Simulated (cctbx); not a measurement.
## What is wrong with this refinement?

Cell a = 5.8590 Å, b = 11.2050 Å, c = 3.4210 Å, α = 90.00°, β = 90.00°, γ = 90.00°; space group Pbam (no. 55). The compound is TiRhC4.

The data are simulated with cctbx, not measured: Cu Kα, λ = 1.54184 Å, to d = 0.83 Å, 70 % of the full sphere, strongest reflection 5000 counts, noise from counting, a 1.5 % proportional error and a noise floor of 2 counts (s.d.); no absorption, and some extinction, which the refinements don't model.

An anisotropic refinement with weights 1/σ² prints:

```text
Rint 0.033, 239 unique reflections to 0.83 A
cycle     R1     wR2    GooF  max shift (A)
   1  0.0715  0.1571   5.509   0.03900
   2  0.0626  0.1372   4.813   0.00036
final R1 0.0626 wR2 0.1372 GooF 4.813  parameters 30  data/parameter 8.0
atom        x        y        z      Ueq    occ   su(xyz)  su(Uiso or U11)
Rh1    0.87883  0.58243  0.00000   0.0082  1.000  0.00029  0.0010
Ti1    0.87662  0.84962  0.00000   0.0198  1.000  0.00096  0.0027
C1     0.60561  0.95160  0.50000   0.0203  1.000  0.00497  0.0152
C2     0.64329  0.53313  0.50000   0.0214  1.000  0.00508  0.0140
C3     0.72660  0.67903  0.50000   0.0079  1.000  0.00393  0.0112  NPD
difference map: max 9.38 min -1.89 rms 0.62
Q1    0.0328  0.6861  0.5000    4    9.38  1.60 A from C1
Q2    0.2415  0.6895  0.5000    4    2.24  1.48 A from C3
Q3    0.2322  0.9004  0.0000    4    1.63  0.88 A from Rh1
Q4    0.1877  0.2994  0.5000    4    1.44  0.56 A from C3
Q5    0.2339  0.5883  0.0000    4    1.34  1.09 A from Ti1
Q6    0.0814  0.4221  0.0000    4    1.03  0.24 A from Rh1
```

**Question.** Can this result stand? If not, what is the likely fault?

Mend it. The fault: an atom left out, C at (0.5283, 0.8130, 1/2). Against the right model at the same level, R1 goes from 0.0145 to 0.0626 and GooF from 1.08 to 4.81, the top difference peak, 9.4 e/Å³, lies 1.60 Å from C1 and C3 goes non-positive-definite. Q1 is the missing atom. With scattering power missing, scale and phases suffer, so peaks may also grow on the heavy atoms.

The compound is TiRhC4. The right model at the same level gives:

```text
Rint 0.033, 239 unique reflections to 0.83 A
cycle     R1     wR2    GooF  max shift (A)
   1  0.0373  0.0765   2.724   0.02504
   2  0.0145  0.0304   1.080   0.00012
final R1 0.0145 wR2 0.0304 GooF 1.080  parameters 36  data/parameter 6.6
atom        x        y        z      Ueq    occ   su(xyz)  su(Uiso or U11)
Rh1    0.87931  0.58232  0.00000   0.0093  1.000  0.00006  0.0002
Ti1    0.87676  0.84938  0.00000   0.0207  1.000  0.00021  0.0006
C1     0.52949  0.81299  0.50000   0.0150  1.000  0.00096  0.0027
C2     0.60755  0.95304  0.50000   0.0235  1.000  0.00121  0.0035
C3     0.64514  0.53402  0.50000   0.0236  1.000  0.00122  0.0034
C4     0.72815  0.67800  0.50000   0.0189  1.000  0.00101  0.0028
difference map: max 0.62 min -0.77 rms 0.16
Q1    0.0000  0.0000  0.0000    2    0.62  1.84 A from Ti1
Q2    0.1601  0.9593  0.1676    8    0.52  1.14 A from C3
Q3    0.0226  0.7588  0.3365    8    0.47  0.98 A from C1
Q4    0.0793  0.2877  0.5000    4    0.47  0.70 A from C1
Q5    0.0217  0.7491  0.0000    4    0.45  1.41 A from Ti1
Q6    0.1891  0.5194  0.2045    8    0.45  1.16 A from C2
```

This is a model crystal, built by substitution and not relaxed, with assumed displacement parameters.

[Middle refinement cycles are left out of these outputs.]

[Logs are printed without paths, hosts, clocks, repeated set-up lines and the standing remarks that a program may print on its own settings, such as how far it seeks lower states.]
